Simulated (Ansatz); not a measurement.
# Cl on Nb(110): change of the work function, part 5 of 5

Aim: the work function of Nb(110) at several coverages of Cl (longbridge site), and the dipole that each adsorbate carries.

Ansatz 0.2.0; plane-wave DFT, r2SCAN, Ansatz PAW.

So far, work function, upper face (eV): step 2 (the clean slab) 4.56; step 4 (adsorbate added, k-mesh 6×6×1, coverage 0.5 ML) 4.08; step 5 (adsorbate added, k-mesh 11×11×1, coverage 1 ML) 4.68; step 7 (the slab at 0.25 ML, atoms frozen) 4.32; step 8 (the substrate of the 0.25 ML cell alone) 4.55.

## (11) Varying the input: basis.xc_grid = 1

This step: plane-wave DFT, r2SCAN, Ansatz PAW (Ansatz 0.2.0).

System of this step: Cl/Nb(110). The cell holds 5 atoms: 4 Nb and 1 Cl. Its edges and angles: a = 2.858 Å, b = 2.858 Å, c = 27.159 Å, α = 90.0°, β = 90.0°, γ = 70.5°. Vacuum lies along c.

A run with a changed input: it repeats the earlier run at 1 ML with basis.xc_grid to 1.

The input, input.yaml:

```yaml
crystal:
  lattice:
    - [2.3334523779, -1.65, 0.0]
    - [2.3334523779, 1.65, 0.0]
    - [0.0, 0.0, 27.1589795112]
  atoms:
    - { symbol: Nb, position: [0.0, 0.0, 0.3313821124] }
    - { symbol: Nb, position: [0.5, 0.5, 0.4173003766] }
    - { symbol: Nb, position: [0.0, 0.0, 0.503783282] }
    - { symbol: Nb, position: [0.5, 0.5, 0.58564278] }
    - { symbol: Cl, position: [0.0, 0.0, 0.6686178876] }
kpoints:
  mp_grid: { grid: [11, 11, 1] }
hamiltonian:
  xc: r2scan
scf:
  occupations: { method: fermi_dirac, width: 0.1 }
  convergence: { dr2_threshold: 1.0e-08 }
efield:
  axis: 3
  dipole_correction: true
  ramp_position: 0.97
  ramp_width: 0.06
relax:
  f_tol: 0.02
  max_steps: 60
  constraints: [{ sites: [0, 1] }]
output:
  bader: true
  write_potential: true
  write_density: true
  volumetric_format: npy
basis:
  xc_grid: 1
```

The run is started by

```sh
$ ansatz run input.yaml --threads 4 --pin off --max-ram 12288MiB --backend cpu --events-out ev --progress --plain --runs-dir out
```

Numbers of over 12 decimals in the logs are rounded to 6 here.

The log of the run:

```text
[...]
Crystal: 5 atoms, lattice volume = 209.135 Å³
Basis set: ecut = 500 eV, 5281 PW (Γ)
Bands: 36, of which v1, the nominal top of the filled ones, is band 30 counted from 1 (29 counted from 0)
Symmetry: 4 space group operations
[...]
k-points: 36 of 121
[...]
SCF iter   1: F=—  HF=-19337.872848 eV  |F-HF|=—  |Δ(HF+E_count)|=         —  Δρ=1.18e-2  dr2=5.69e0  dr2_τ=9.10e-2  ethr=1.77e-3  p=-0.081 e·Å  D=-7.01e-2 V/Å  ΔV_dip=1.90 eV  dr2_dipole=1.16e0  V_vac-E_F(+/−)=6.67/4.77 eV  ⟨swp⟩=8.0  Hψ=6503  notcnv=0
[...]
SCF iter  10: F=-19337.751580 eV  HF=-19337.751580 eV  |F-HF|=1.22e-9  |Δ(HF+E_count)|=   4.97e-9  Δρ=4.30e-7  dr2=1.27e-9  dr2_τ=3.60e-11  ethr=1.69e-11  p=-0.052 e·Å  D=-4.48e-2 V/Å  ΔV_dip=1.22 eV  dr2_dipole=2.56e-12  V_vac-E_F(+/−)=5.83/4.62 eV  ⟨swp⟩=10.1  Hψ=8924  notcnv=0
SCF 1 converged in 10 iterations: F = -19337.751580 eV  dr2 = 1.27e-9
[...]
relax step   1: F+E_penalty+E_count = -19337.75157979 eV  Δ(F+E_penalty+E_count) = +0.000e0 eV  max|allowed force component| = 2.605e0 eV/Å  Δτ_max = 0.0000 Å  (10 SCF iters, accepted)
[...]
SCF iter   1: F=—  HF=-19337.804438 eV  |F-HF|=—  |Δ(HF+E_count)|=         —  Δρ=1.25e-2  dr2=2.64e0  dr2_τ=3.58e0  ethr=3.10e-3  p=-0.052 e·Å  D=-4.48e-2 V/Å  ΔV_dip=1.22 eV  dr2_dipole=1.22e0  V_vac-E_F(+/−)=5.71/4.49 eV  ⟨swp⟩=6.2  Hψ=4668  notcnv=0
[...]
SCF iter  10: F=-19338.283934 eV  HF=-19338.283934 eV  |F-HF|=1.97e-9  |Δ(HF+E_count)|=   4.51e-9  Δρ=5.97e-7  dr2=1.46e-9  dr2_τ=6.16e-11  ethr=1.69e-11  p=0.002 e·Å  D=1.60e-3 V/Å  ΔV_dip=-0.04 eV  dr2_dipole=1.43e-11  V_vac-E_F(+/−)=4.60/4.65 eV  ⟨swp⟩=10.1  Hψ=9339  notcnv=0
SCF 2 converged in 10 iterations: F = -19338.283934 eV  dr2 = 1.46e-9
relax step   2: F+E_penalty+E_count = -19338.28393385 eV  Δ(F+E_penalty+E_count) = -5.324e-1 eV  max|allowed force component| = 3.599e-1 eV/Å  Δτ_max = 0.1950 Å  (10 SCF iters, accepted)
[...]
SCF iter   9: F=-19338.287392 eV  HF=-19338.287392 eV  |F-HF|=9.97e-10  |Δ(HF+E_count)|=   1.77e-9  Δρ=6.51e-7  dr2=1.13e-9  dr2_τ=6.25e-11  ethr=1.69e-11  p=-0.001 e·Å  D=-9.93e-4 V/Å  ΔV_dip=0.03 eV  dr2_dipole=2.16e-10  V_vac-E_F(+/−)=4.68/4.65 eV  ⟨swp⟩=10.0  Hψ=9450  notcnv=0
SCF 3 converged in 9 iterations: F = -19338.287392 eV  dr2 = 1.13e-9
relax step   3: F+E_penalty+E_count = -19338.28739173 eV  Δ(F+E_penalty+E_count) = -3.458e-3 eV  max|allowed force component| = 1.518e-1 eV/Å  Δτ_max = 0.1013 Å  (9 SCF iters, accepted)
[...]
relax step   4: F+E_penalty+E_count = -19338.28999070 eV  Δ(F+E_penalty+E_count) = -2.599e-3 eV  max|allowed force component| = 2.535e-2 eV/Å  Δτ_max = 0.0395 Å  (8 SCF iters, accepted)
SCF iter   1: F=—  HF=-19338.289512 eV  |F-HF|=—  |Δ(HF+E_count)|=         —  Δρ=2.05e-4  dr2=4.49e-4  dr2_τ=1.48e-3  ethr=5.51e-6  p=-0.001 e·Å  D=-8.65e-4 V/Å  ΔV_dip=0.02 eV  dr2_dipole=1.41e-5  V_vac-E_F(+/−)=4.68/4.65 eV  ⟨swp⟩=2.1  Hψ=2307  notcnv=0
[...]
SCF iter   7: F=-19338.290031 eV  HF=-19338.290031 eV  |F-HF|=1.00e-9  |Δ(HF+E_count)|=   2.94e-9  Δρ=5.56e-7  dr2=8.55e-10  dr2_τ=1.17e-10  ethr=1.69e-11  p=-0.001 e·Å  D=-9.51e-4 V/Å  ΔV_dip=0.03 eV  dr2_dipole=6.49e-12  V_vac-E_F(+/−)=4.68/4.65 eV  ⟨swp⟩=9.8  Hψ=8956  notcnv=0
SCF 5 converged in 7 iterations: F = -19338.290031 eV  dr2 = 8.55e-10
relax step   5: F+E_penalty+E_count = -19338.29003146 eV  Δ(F+E_penalty+E_count) = -4.076e-5 eV  max|allowed force component| = 9.156e-4 eV/Å  Δτ_max = 0.0037 Å  (7 SCF iters, accepted)
[...]
SCF iter   2: F=-19338.290031 eV  HF=-19338.290031 eV  |F-HF|=2.10e-9  |Δ(HF+E_count)|=  5.20e-10  Δρ=2.27e-7  dr2=2.42e-10  dr2_τ=1.48e-11  ethr=1.35e-12  p=-0.001 e·Å  D=-9.53e-4 V/Å  ΔV_dip=0.03 eV  dr2_dipole=5.98e-12  V_vac-E_F(+/−)=4.68/4.65 eV  ⟨swp⟩=8.8  Hψ=7887  notcnv=0
SCF 6 converged in 2 iterations: F = -19338.290031 eV  dr2 = 2.42e-10
[...]
SCF converged after 2 iterations
Free energy (F): -19338.290031 eV
[...]
Internal energy: -19338.149584 eV  (E = F + TS)
E sigma→0 (E₀):  -19338.219808 eV
Entropy (-TS):   -0.140447 eV (-28.089 meV/atom)
Fermi energy:    4.236116 eV
Dipole field:    D = -0.000956 V/Å  (p = -0.001105 e·Å, saw-weighted, corrected)
Work function:   Φ+ = 4.6790 eV   Φ− = 4.6530 eV
[...]
--- Forces (eV/Å), atoms counted from 1 ---
  atom   1  Nb     0.00000000     0.00000000     0.30466500
  atom   2  Nb     0.00000000     0.00000000    -0.30809142
  atom   3  Nb     0.00000000     0.00000000     0.00008017
  atom   4  Nb     0.00000000     0.00000000     0.00091352
  atom   5  Cl     0.00000000     0.00000000    -0.00036095
  max |Σ_I F_I| component: 2.79e-3 eV/Å
--- Band table (eV; the first three rows and the last of 36) ---
  k-point 0: bands = [... 26 lower, 3.4528, 3.8010, 3.9999, 4.2953, 4.5285, 5.0979, 5.4885, 6.4002, ... 2 higher]
  k-point 1: bands = [... 26 lower, 3.5054, 3.7255, 3.8848, 4.2616, 4.5576, 5.0626, 5.2042, 6.3362, ... 2 higher]
  k-point 2: bands = [... 26 lower, 3.4703, 3.5407, 3.6852, 3.9501, 4.3058, 5.0737, 5.4348, 6.3147, ... 2 higher]
  k-point 35: bands = [... 26 lower, 2.9343, 3.6552, 4.3556, 5.5002, 6.0620, 6.2987, 6.7448, 7.0815, ... 2 higher]
--- Relaxed structure (5 steps of the walk, 5 accepted, 0 SCFs on fresh bases) ---
  F+E_penalty+E_count = -19338.29003146 eV   max|allowed force component| = 9.156e-4 eV/Å
  atoms:
    - { symbol: Nb, position: [0.0, 0.0, 0.3313821124] }
    - { symbol: Nb, position: [0.5, 0.5, 0.417300] }
    - { symbol: Nb, position: [0.0, 0.0, 0.502407] }
    - { symbol: Nb, position: [0.5, 0.5, 0.590618] }
    - { symbol: Cl, position: [0.0, 0.0, 0.660223] }
--- Bader charges: 5 sites ---
  site symbol  charge [e]  shift [e]
     0     Nb     -0.1007     0.0000
     1     Nb      0.0814     0.0000
     2     Nb      0.1252     0.0000
     3     Nb      0.5106     0.0004
     4     Cl     -0.6166     0.0004
  estimated error of the sums over rays = 5.8e-4 e
```

Wall time 78 s (4 threads of Arm Neoverse V1, shared host); peak memory 0.75 GiB; 5.1 min of CPU time.

Relaxation path:

| step | energy less that of the first step (eV) | largest force component (eV/Å) |
| --- | --- | --- |
| 1 | 0.0000 | 2.6053 |
| 2 | -0.5324 | 0.3599 |
| 3 | -0.5358 | 0.1518 |
| 4 | -0.5384 | 0.0254 |
| 5 | -0.5385 | 0.0009 |

Forces are held to the 4 operations that the run works with; a distortion that breaks them can't arise in this run.

The atoms that moved most (Å):

| atom | dx | dy | dz | length |
| --- | --- | --- | --- | --- |
| Cl5 | 0.000 | 0.000 | -0.228 | 0.228 |
| Nb4 | 0.000 | 0.000 | 0.135 | 0.135 |
| Nb3 | 0.000 | 0.000 | -0.037 | 0.037 |

Final coordinates:

```
Nb Cl
1.0
     2.33345   -1.65000    0.00000
     2.33345    1.65000    0.00000
     0.00000    0.00000   27.15898
Nb Cl
4 1
Direct
  0.00000 0.00000 0.33138
  0.50000 0.50000 0.41730
  0.00000 0.00000 0.50241
  0.50000 0.50000 0.59062
  0.00000 0.00000 0.66022
```

This step gave:

* energy at zero smearing: -19338.2198 eV
* work function, upper face: 4.679 eV
* work function, lower face: 4.653 eV
* dipole along the normal: -0.001105 e·Å
* step between the vacuum levels: 0.02597 eV

| quantity | this run | earlier run | difference |
| --- | --- | --- | --- |
| work function, upper face (eV) | 4.679 | 4.677 | 0.0022 |
| work function, lower face (eV) | 4.653 | 4.651 | 0.0021 |
| dipole along the normal (e·Å) | -0.001105 | -0.001098 | -6.7e-6 |

Nothing in the table moves by 0.01 in its unit (for the dipole 0.5 % and 5e-5 e·Å). The run took 46 SCF cycles against 39.

## (12) The same run with other settings

System of this step: Nb(110). The cell holds 4 atoms: 4 Nb. Cell: a = 2.858 Å, b = 2.858 Å, c = 25.000 Å, α = 90.0°, β = 90.0°, γ = 70.5°. Vacuum lies along c.

An input spoilt on purpose, to show how the run answers: it repeats the earlier run at 0 ML with efield.axis from 3 to 0, and scf.max_iter set to 50.

The input, input.yaml:

```yaml
crystal:
  lattice:
    - [2.3334523779, -1.65, 0.0]
    - [2.3334523779, 1.65, 0.0]
    - [0.0, 0.0, 25.0003571337]
  atoms:
    - { symbol: Nb, position: [0.0, 0.0, 0.3599948573] }
    - { symbol: Nb, position: [0.5, 0.5, 0.4533316191] }
    - { symbol: Nb, position: [0.0, 0.0, 0.5466683809] }
    - { symbol: Nb, position: [0.5, 0.5, 0.6400051427] }
kpoints:
  mp_grid: { grid: [11, 11, 1] }
hamiltonian:
  xc: r2scan
scf:
  occupations: { method: fermi_dirac, width: 0.1 }
  convergence: { dr2_threshold: 1.0e-08 }
  max_iter: 50
efield:
  axis: 0
  dipole_correction: true
  ramp_position: 0.97
  ramp_width: 0.06
relax:
  f_tol: 0.02
  max_steps: 60
  constraints: [{ sites: [0, 1] }]
output:
  write_potential: true
  write_density: true
  volumetric_format: npy
```

The log of the run:

```text
Error: invalid value for `efield.axis`: must be in [1, 3]; got 0
```

Run time: 0.02 s. Hardware: 4 threads; peak memory 0.023 GiB.

The program refused the input before any cycle.

The program's message: “Error: invalid value for `efield.axis`: must be in [1, 3]; got 0”

The fault put into the input: an axis of 0, outside the range 1 to 3.

## (13) Outcome

| Item | Value |
| --- | --- |
| work function of the clean face | 4.56 eV |
| work function at 0.25 ML | 4.32 eV |
| work function at 0.5 ML | 4.08 eV |
| work function at 1 ML | 4.68 eV |
| dipole per adsorbate at 0.25 ML, positive end outwards | 0.19 D |
| step of the potential from the moved charge at 0.25 ML, upper less lower side, atoms held | -0.232 eV |

**Reading.** Cl lowers the work function of Nb(110) at the lowest coverage, by 0.24 eV: the adsorbate layer has its positive end outwards. The work function passes a minimum near 0.5 ML among the coverages run and rises again. An electronegative adsorbate that lowers the work function shows that charge transfer alone doesn't fix the sign: the pushed-back electron tail of the metal and the adsorbate's own polarisation count too. At the highest coverage the adsorbates are pressed to about 2.9 Å, closer than unbonded atoms of this kind usually come, so a real layer may not reach it. The slab has 4 layers, at the tabulated experimental lattice constant, one starting site was run, and quantum-size effects of a slab this thin can reach one or two tenths of an eV.

[Logs are printed without paths, hosts, clocks, repeated set-up lines and the standing remarks that a program may print on its own settings, such as how far it seeks lower states.]

[Hosts, paths, dates, database ids (printed as entryN), source tags and the programs' standing remarks are cut or masked in the printed files.]

[Maps of the electrostatic potential energy from Ansatz leave out the sawtooth potential of an applied field or a dipole correction, so their vacuum need not be flat; planar profiles and work functions include it.]
